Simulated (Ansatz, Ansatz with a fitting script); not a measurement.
## TiO2 (Anatase): the order of polymorphs from LDA to RPA

Aim: the order of polymorphs of TiO2 (Anatase) by density functionals and by RPA.

Program: Ansatz 0.2.0. Level of theory: density functionals and EXX+RPA, plane waves. Results are calculated unless marked as measured.

## 1. Set-up

It takes space group I4_1/amd (No. 141, tetragonal). The conventional cell has a = 3.776 Å, b = 3.776 Å, c = 9.529 Å, α = 90.00°, β = 90.00°, γ = 90.00°. Nearest to Ti lie 6 O at 1.93 to 1.98 Å. O has 3 Ti at 1.93 to 1.98 Å nearest. Farther neighbours and most contacts between anions are not listed.

The structure was relaxed with r2SCAN+rVV10. The runs that relaxed it are not among those shown. The program's search for lower electronic states was switched off, so nothing shows that the state found is the lowest. The default PAW set here is soft_2. Its files were made with PBE; for other functionals the partial waves and projectors stay those of PBE.

## 2. Energy LDA (polymorph I4_1/amd)

This step: DFT, LDA, plane waves, PAW.

File input.yaml:

```yaml
crystal:
  lattice:
    - [-1.8877622263, 1.8877622263, 4.7646693065]
    - [1.8877622263, -1.8877622263, 4.7646693065]
    - [1.8877622263, 1.8877622263, -4.7646693065]
  atoms:
    - { symbol: Ti, position: [0.0, 0.0, 0.0] }
    - { symbol: Ti, position: [0.75, 0.25, 0.5] }
    - { symbol: O, position: [0.2080602017, 0.2080602017, 0.0] }
    - { symbol: O, position: [0.9580602017, 0.4580602017, 0.5] }
    - { symbol: O, position: [0.5419397983, 0.0419397983, 0.5] }
    - { symbol: O, position: [0.7919397983, 0.7919397983, 0.0] }
kpoints:
  mp_grid: { grid: [10, 10, 10] }
hamiltonian:
  xc: lda
scf:
  occupations: { method: fixed }
  n_extra_bands: 6
  lower_state_search: "off"
  convergence: { dr2_threshold: 1.0e-09 }
output:
  eigenvalues: true
basis:
  ecutwfc: 650
```

Command:

```console
$ ansatz run input.yaml --threads 20 --pin off --max-ram 73728MiB --backend cpu --events-out ev --progress --plain --runs-dir out
```

Numbers of over 12 decimals in the logs are rounded to 6 here.

The program printed:

```text
basis.fft_grid_basis auto: the FFT boxes are laid along the combinations [[1, 0, 1], [0, 1, 1], [0, 0, 1]] of the cell's own vectors, 3.776, 3.776 and 5.462 Å long. The dense box has 32×32×48 points. Along the cell's own vectors, as sized, it would have 48×48×48, 2.25 times as many. Of the 16 symmetry operations that the crystal satisfies within crystal.symmetry.tolerance (time reversal apart; of a slab, those that k [...]
scf.n_extra_bands = 6 over 24 filled bands (N_el = 48.0): the run solves 30 bands
Engine: ansatz 0.2.0, aarch64-unknown-linux-gnu
Pseudopotentials: kind: paw
Pseudopotential: Ti, paw, valence charge 12, recommended cutoff 420 eV (normal), Ti.paw.azcp
Pseudopotential: O, paw, valence charge 6, recommended cutoff 420 eV (normal), O.paw.azcp
Functional definition: SPW92
  exchange = slater_x
  correlation = pw_c
Crystal: 6 atoms, lattice volume = 67.918 Å³
Basis set: ecut = 650 eV, 2547 PW (Γ), FFT grids on a1+a3, a2+a3, a3
Bands: 30, of which v1, the nominal top of the filled ones, is band 24 counted from 1 (23 counted from 0)
Symmetry: 16 space group operations
Space group: I41/amd (ITA 141), of the structure as read, at distance tolerance 4.1e-5 Å
k-points: 102 of 1000
Non-local potential: Ti, projectors of the file, l = 0: 3, l = 1: 2, l = 2: 3, l = 3: 1
Non-local potential: O, projectors of the file, l = 0: 2, l = 1: 2, l = 2: 1
PAW form: soft (Blöchl's): semilocal exchange-correlation on the pseudo side does not see the compensation charge
PAW frozen core: Ti, regenerated for the run's functional, and the local potential with it (the file was generated under x = pbe(κ = 0.804, μ = 0.219515), c = pbe(β = 0.066725))
PAW frozen core: O, regenerated for the run's functional, and the local potential with it (the file was generated under x = pbe(κ = 0.804, μ = 0.219515), c = pbe(β = 0.066725))
PAW one-centre angular grid: Ti, 590 points (default); XC on 64 Gauss nodes
PAW one-centre angular grid: O, 110 points (default); XC on 64 Gauss nodes
Initial density: superposition of atomic densities (neutral atoms: chi_scale 0, normalization atom), corrected by the library's trained network
Initial wavefunctions: pseudopotential atomic-orbital guess
Functional: x = slater, c = lda
SCF iter   1: F=—  HF=-7130.518093 eV  |F-HF|=—  |Δ(HF+E_count)|=         —  Δρ=1.94e-2  dr2=2.28e-1  ethr=1.77e-3  ⟨swp⟩=4.1  Hψ=11417  notcnv=0  defer=233
preconditioner: auto → none  [insulator: Δε(μ)=1.825 eV  Ē_g=9.436 eV  n_scr=14 (ndim 8)  ℏωp=25.5 eV  f_vac=0.101  ε∞_Penn≈8.3]
SCF iter   2: F=—  HF=-7130.536837 eV  |F-HF|=—  |Δ(HF+E_count)|=   1.87e-2  Δρ=2.36e-2  dr2=3.49e-1  ethr=4.75e-4  ⟨swp⟩=2.0  Hψ=5796  notcnv=0  defer=307
SCF iter   3: F=—  HF=-7130.468780 eV  |F-HF|=—  |Δ(HF+E_count)|=   6.81e-2  Δρ=3.88e-3  dr2=4.92e-3  ethr=4.75e-4  ⟨swp⟩=2.0  Hψ=4426  notcnv=0  defer=305
SCF iter   4: F=—  HF=-7130.467575 eV  |F-HF|=—  |Δ(HF+E_count)|=   1.21e-3  Δρ=9.21e-4  dr2=2.16e-4  ethr=1.02e-5  ⟨swp⟩=2.1  Hψ=5429  notcnv=0  defer=403
SCF iter   5: F=—  HF=-7130.467535 eV  |F-HF|=—  |Δ(HF+E_count)|=   3.94e-5  Δρ=3.38e-4  dr2=8.71e-5  ethr=4.50e-7  ⟨swp⟩=2.9  Hψ=5441  notcnv=0  defer=408
SCF iter   6: F=—  HF=-7130.467515 eV  |F-HF|=—  |Δ(HF+E_count)|=   2.06e-5  Δρ=4.98e-5  dr2=1.67e-6  ethr=1.81e-7  ⟨swp⟩=2.0  Hψ=3874  notcnv=0  defer=300
SCF iter   7: F=—  HF=-7130.467517 eV  |F-HF|=—  |Δ(HF+E_count)|=   2.32e-6  Δρ=3.11e-6  dr2=2.90e-9  ethr=3.48e-9  ⟨swp⟩=2.8  Hψ=5936  notcnv=0  defer=165
SCF iter   8: F=-7130.467517 eV  HF=-7130.467517 eV  |F-HF|=3.09e-11  |Δ(HF+E_count)|=  3.66e-10  Δρ=5.32e-7  dr2=8.86e-11  ethr=2.08e-12  ⟨swp⟩=8.6  Hψ=9450  notcnv=0
SCF 1 converged in 8 iterations: F = -7130.467517 eV  dr2 = 8.86e-11
[...]
SCF converged after 8 iterations
Free energy (F): -7130.467517 eV
Harris-Foulkes:  -7130.467517 eV  (|F-HF|=3.09e-11)
Internal energy: -7130.467517 eV  (E = F + TS)
E sigma→0 (E₀):  -7130.467517 eV
Fermi energy:    6.988743 eV
--- Per-component energies (eV) ---
  E_band       = -463.819490
  E_kinetic    = 1240.693547
  E_local      = -3567.780854  (includes V_loc(G=0)·N_el)
  E_nonlocal   = 212.549878
  E_hartree    = 1375.266781
  E_xc         = -484.745440
  E_vxc        = -618.066204  (∫ρ·V_xc dr)
  E_paw        = -2581.067154  (= ΣΔE_a)
  E_vpaw       = -481.751464  (= ΣTr[D̂ρ^β])
  E_aug_tail   = 0.001810  (compensation charges beyond the density's cutoff)
  E_ewald      = -3326.425671
  E_core_change = 1.039587  (= ΣΔE_core)
  E_smearing   = -0.000000  (= −TS)
  E_closure    = 0.000000  (closes the sum)
  Σ components = -7130.467517   (vs F -7130.467517, Δ=0.00e0)
--- Band table (eV; the first three rows and the last of 102) ---
  k-point 0: bands = [... 20 lower, 6.2161, 6.2177, 6.5150, 6.5150, 9.0285, 9.7922, 10.9558, 10.9558, ... 2 higher]
  k-point 1: bands = [... 20 lower, 6.0065, 6.0141, 6.2449, 6.6464, 9.4775, 9.8542, 10.5466, 10.7924, ... 2 higher]
  k-point 2: bands = [... 20 lower, 5.4008, 5.8441, 6.3819, 6.7432, 9.8964, 10.1225, 10.2830, 10.5913, ... 2 higher]
  k-point 101: bands = [... 20 lower, 5.7147, 5.7147, 6.8731, 6.8731, 9.3963, 9.3963, 10.7351, 10.7351, ... 2 higher]
```

It took 2.4 s on 20 threads of Arm Neoverse V2, shared host; peak memory 0.93 GiB; 20 s of CPU time.

In the SCF lines HF is the Harris–Foulkes energy and dr2 the Hartree energy of the density residual, in eV; the loop may stop once dr2 is under the threshold and the program's other checks hold. Hψ counts applications of the Hamiltonian.

Total energy -7130.4675 eV.

## 3. Energy r2SCAN (polymorph I4_1/amd)

r2SCAN sits between gradient functionals and hybrids in what it does to gaps, at little more than semilocal cost.

This step: DFT, r2SCAN, plane waves, PAW.

input.yaml: that of step 2 with these lines changed.

```diff
@@ -15,3 +15,3 @@
 hamiltonian:
-  xc: lda
+  xc: r2scan
 scf:
```

The program printed:

```text
[...]
Crystal: 6 atoms, lattice volume = 67.918 Å³
Basis set: ecut = 650 eV, 2547 PW (Γ), FFT grids on a1+a3, a2+a3, a3, exchange–correlation on 128×128×192 points (64 copies of the dense FFT grid, shifted against one another)
Bands: 30, of which v1, the nominal top of the filled ones, is band 24 counted from 1 (23 counted from 0)
Symmetry: 16 space group operations
[...]
k-points: 102 of 1000
[...]
--- Band table (eV; the first three rows and the last of 102) ---
  k-point 0: bands = [... 20 lower, 6.2241, 6.2241, 6.5160, 6.5160, 9.5294, 10.2629, 11.4316, 11.4316, ... 2 higher]
  k-point 1: bands = [... 20 lower, 6.0066, 6.0486, 6.2258, 6.6431, 9.9425, 10.3276, 10.9904, 11.2276, ... 2 higher]
  k-point 2: bands = [... 20 lower, 5.3870, 5.8482, 6.3675, 6.7458, 10.3691, 10.5564, 10.7234, 11.0678, ... 2 higher]
  k-point 101: bands = [... 20 lower, 5.7037, 5.7037, 6.8755, 6.8755, 9.8839, 9.8839, 11.2067, 11.2067, ... 2 higher]
[key lines of the parts left out:]
SCF converged after 9 iterations
Free energy (F): -7292.679774 eV
Fermi energy:    6.999063 eV
```

The job ended after 5.5 s (20 threads; peak memory 1.2 GiB).

Total energy -7292.6798 eV.

## 4. Energy r2SCAN+rVV10 (polymorph I4_1/amd)

This step: DFT, r2SCAN with rVV10, plane waves, PAW.

input.yaml: that of step 3 with these lines changed.

```diff
@@ -16,2 +16,3 @@
   xc: r2scan
+  dispersion: rvv10
 scf:
```

The program printed:

```text
[...]
Crystal: 6 atoms, lattice volume = 67.918 Å³
Basis set: ecut = 650 eV, 2547 PW (Γ), FFT grids on a1+a3, a2+a3, a3, exchange–correlation on 144×144×216 points (64 copies of the dense FFT grid, shifted against one another)
Bands: 30, of which v1, the nominal top of the filled ones, is band 24 counted from 1 (23 counted from 0)
Symmetry: 16 space group operations
[...]
k-points: 102 of 1000
[...]
--- Band table (eV; the first three rows and the last of 102) ---
  k-point 0: bands = [... 20 lower, 6.2132, 6.2132, 6.5038, 6.5038, 9.5149, 10.2540, 11.4217, 11.4217, ... 2 higher]
  k-point 1: bands = [... 20 lower, 5.9948, 6.0333, 6.2141, 6.6317, 9.9299, 10.3181, 10.9816, 11.2199, ... 2 higher]
  k-point 2: bands = [... 20 lower, 5.3731, 5.8346, 6.3551, 6.7346, 10.3586, 10.5477, 10.7134, 11.0577, ... 2 higher]
  k-point 101: bands = [... 20 lower, 5.6905, 5.6905, 6.8651, 6.8651, 9.8720, 9.8720, 11.1987, 11.1987, ... 2 higher]
[key lines of the parts left out:]
SCF converged after 9 iterations
Free energy (F): -7290.116529 eV
Fermi energy:    6.989119 eV
```

Run time: 9.8 s. Hardware: 20 threads; peak memory 1.3 GiB; 59 s of CPU time.

Total energy -7290.1165 eV.

## 5. Energy r2SCAN-D4 (polymorph I4_1/amd)

This step: DFT, r2SCAN with D4 dispersion, plane waves, PAW.

input.yaml: that of step 4 with these lines changed.

```diff
@@ -16,3 +16,3 @@
   xc: r2scan
-  dispersion: rvv10
+  dispersion: d4
 scf:
```

The program printed:

```text
[...]
Crystal: 6 atoms, lattice volume = 67.918 Å³
Basis set: ecut = 650 eV, 2547 PW (Γ), FFT grids on a1+a3, a2+a3, a3, exchange–correlation on 128×128×192 points (64 copies of the dense FFT grid, shifted against one another)
Bands: 30, of which v1, the nominal top of the filled ones, is band 24 counted from 1 (23 counted from 0)
Symmetry: 16 space group operations
[...]
k-points: 102 of 1000
[...]
--- Band table (eV; the first three rows and the last of 102) ---
  k-point 0: bands = [... 20 lower, 6.2241, 6.2241, 6.5160, 6.5160, 9.5294, 10.2629, 11.4316, 11.4316, ... 2 higher]
  k-point 1: bands = [... 20 lower, 6.0066, 6.0486, 6.2258, 6.6431, 9.9425, 10.3276, 10.9904, 11.2276, ... 2 higher]
  k-point 2: bands = [... 20 lower, 5.3870, 5.8482, 6.3675, 6.7458, 10.3691, 10.5564, 10.7234, 11.0678, ... 2 higher]
  k-point 101: bands = [... 20 lower, 5.7037, 5.7037, 6.8755, 6.8755, 9.8839, 9.8839, 11.2067, 11.2067, ... 2 higher]
[key lines of the parts left out:]
SCF converged after 9 iterations
Free energy (F): -7293.139345 eV
Fermi energy:    6.999063 eV
```

It took 7.1 s on 20 threads; peak memory 1.2 GiB.

Total energy -7293.1393 eV.

## 6. Energy RPA (polymorph I4_1/amd)

The RPA correlation energy is summed at several response cutoffs, since it converges slowly from above.

This step: EXX+RPA on LDA, plane waves, norm-conserving pseudopotentials.

input.yaml: that of step 5 with these lines changed.

```diff
@@ -13,9 +13,8 @@
 kpoints:
-  mp_grid: { grid: [10, 10, 10] }
+  mp_grid: { grid: [5, 5, 5] }
 hamiltonian:
-  xc: r2scan
-  dispersion: d4
+  xc: lda
+  pseudopotentials: { kind: nc, xc_functional: pbe }
 scf:
   occupations: { method: fixed }
-  n_extra_bands: 6
   lower_state_search: "off"
@@ -23,4 +22,8 @@
 output:
-  eigenvalues: true
+  rpa_energy:
+    ecut_chi_ladder: [132, 154, 176, 198, 220]
+    long_wavelength: optical_limit
+    n_empty_bands: 177
 basis:
-  ecutwfc: 650
+  ecutwfc: 1240.0
+  xc_grid: 3
```

The program printed:

```text
[...]
Crystal: 6 atoms, lattice volume = 67.918 Å³
Basis set: ecut = 1240 eV, 6747 PW (Γ), exchange–correlation on 192×192×192 points (27 copies of the dense FFT grid, shifted against one another)
Bands: 30, of which v1, the nominal top of the filled ones, is band 24 counted from 1 (23 counted from 0)
Symmetry: 16 space group operations
[...]
k-points: 18 of 125
[...]
SCF iter   1: F=—  HF=-5088.019934 eV  |F-HF|=—  |Δ(HF+E_count)|=         —  Δρ=5.48e-2  dr2=1.93e0  ethr=3.10e-3  ⟨swp⟩=5.2  Hψ=2181  notcnv=0  defer=37
[...]
SCF iter  10: F=-5087.356048 eV  HF=-5087.356048 eV  |F-HF|=7.11e-10  |Δ(HF+E_count)|=   2.70e-9  Δρ=1.51e-6  dr2=8.14e-10  ethr=2.08e-12  ⟨swp⟩=12.3  Hψ=3011  notcnv=0
SCF 1 converged in 10 iterations: F = -5087.356048 eV  dr2 = 8.14e-10
NSCF: frozen V_eff on 18 k-points
EXX+RPA screening: q 1/18 (q-point 5)
EXX+RPA screening: q 2/18 (q-point 8)
EXX+RPA screening: q 3/18 (q-point 4)
EXX+RPA screening: q 4/18 (q-point 6)
EXX+RPA screening: q 5/18 (q-point 7)
EXX+RPA screening: q 6/18 (q-point 9)
EXX+RPA screening: q 7/18 (q-point 10)
EXX+RPA screening: q 8/18 (q-point 12)
EXX+RPA screening: q 9/18 (q-point 13)
EXX+RPA screening: q 10/18 (q-point 14)
EXX+RPA screening: q 11/18 (q-point 16)
EXX+RPA screening: q 12/18 (q-point 2)
EXX+RPA screening: q 13/18 (q-point 3)
EXX+RPA screening: q 14/18 (q-point 15)
EXX+RPA screening: q 15/18 (q-point 18)
EXX+RPA screening: q 16/18 (q-point 11)
EXX+RPA screening: q 17/18
EXX+RPA screening: q 18/18 (q-point 1)
[...]
SCF converged after 10 iterations
Free energy (F): -5087.356048 eV
[...]
Internal energy: -5087.356048 eV  (E = F + TS)
E sigma→0 (E₀):  -5087.356048 eV
Fermi energy:    7.073436 eV
[...]
--- Band table (eV; the first three rows and the last of 18) ---
  k-point 0: bands = [... 20 lower, 6.2997, 6.2997, 6.5921, 6.5921, 9.1604, 9.9523, 11.1245, 11.1245, ... 2 higher]
  k-point 1: bands = [... 20 lower, 5.4572, 5.9152, 6.4571, 6.8236, 10.0587, 10.2795, 10.4402, 10.7495, ... 2 higher]
  k-point 2: bands = [... 20 lower, 4.7388, 5.6428, 6.7596, 7.0734, 10.2840, 10.5817, 10.7033, 11.0212, ... 2 higher]
  k-point 17: bands = [... 20 lower, 5.7212, 6.3296, 6.4817, 6.5353, 9.7872, 10.2700, 10.5562, 10.6840, ... 2 higher]
--- EXX+RPA: 5×5×5 mesh (18 irreducible q, 1183/2250 k–q pairs), 201 bands' worth read of 206 solved (the sum completed by the states above those read; Γ's head and wings end at those read), 24 occupied, 13 to 14 frequency nodes, the response taken to reach 958.6 eV, pair-density box ratio 4, q→0 included in E_x (Coulomb truncated on the Wigner–Seitz cell) and E_c (k·p head, wings) ---
  smallest occupied→empty transition 2.087e0 eV, smallest direct gap 2.444e0 eV
  indirect gap at most 2.087e0 eV, over 18 k-points of the mesh
  bands read: the sum over 201 bands ends inside a degenerate multiplet in 1 slot, whose members it reads at an even weight; the widest, k=16: bands 201 to 202 (counted from 1) at 1/2 each
  E_x                     =      -712.592086 eV
  E_xc[n_v+n_c], E_xc[n_v] =      -968.964655, -765.254115 eV (parent functional, the pass's orbitals; any nonlocal part keeps n_c)
  E_c ladder  E_cut^χ (eV)   ⟨N_G⟩      E_cut^sphere (eV)      E_c (eV)
                  132.00      234.3            132.15        -64.305406
                  154.00      294.8            154.02        -68.641895
                  176.00      361.0            176.29        -72.264298
                  198.00      430.4            198.21        -75.216547
                  220.00      502.5            219.78        -77.647471
  E_c(E_cut→∞)            =       -88.801259 ± 0.785544 eV  (E_cut^-3/2 fit over 5 rungs)
  S(q), 6 of 17 wave vectors   |q| (1/Å)       S_0(q)   S_0 (bands read)   S_RPA(q)   (top rung; structure_factors; the frequency nodes sum S_0 to within 1.2e-6)
    ( 0.2000,  0.2000, -0.2000)    0.26374     0.012849           0.012659   0.005957
    ( 0.0000,  0.2000,  0.0000)    0.35801     0.023094           0.022738   0.010848
    ( 0.0000,  0.0000,  0.2000)    0.47070     0.038919           0.038299   0.018646
    ( 0.2000,  0.4000, -0.4000)    0.51700     0.046288           0.045543   0.022395
    ( 0.4000,  0.4000, -0.4000)    0.52748     0.047334           0.046558   0.023255
    ( 0.0000,  0.4000, -0.2000)    0.53956     0.050333           0.049518   0.024375
  core–valence xc dropped  : E_EXX =     -4830.983479 eV   E_EXX+RPA =     -4919.784739 eV
  core–valence xc semilocal: E_EXX =     -5034.694019 eV   E_EXX+RPA =     -5123.495278 eV
```

Run time: 18 min. Hardware: 20 threads; peak memory 3.5 GiB; 2.1 h of CPU time.

Numbers from this step:

```
exact exchange energy  : -712.5921 eV
RPA correlation energy : -88.8013 eV
```

Extrapolated from these cutoffs, the correlation energy is -14.80 eV per atom (fit error 0.13); such a limit moves with the range of cutoffs.

RPA ladder, by row:

```tsv
response cutoff (eV)	mean plane waves	sphere-equivalent cutoff (eV)	correlation energy (eV)
132	234.3	132.1	-64.31
154	294.8	154	-68.64
176	361	176.3	-72.26
198	430.4	198.2	-75.22
220	502.5	219.8	-77.65
```

[end of part 1 of 2]

[Paths, hosts, dates, memory and timing lines, banners, echoed tables and standing remarks are left out of the program output.]

[Logs are printed without paths, hosts, clocks, repeated set-up lines and the standing remarks that a program may print on its own settings, such as how far it seeks lower states.]

[Runs of the session that timed out or met a known fault of the program may be left out.]

[Hosts, paths, dates, database ids (printed as entryN), source tags and the programs' standing remarks are cut or masked in the printed files.]
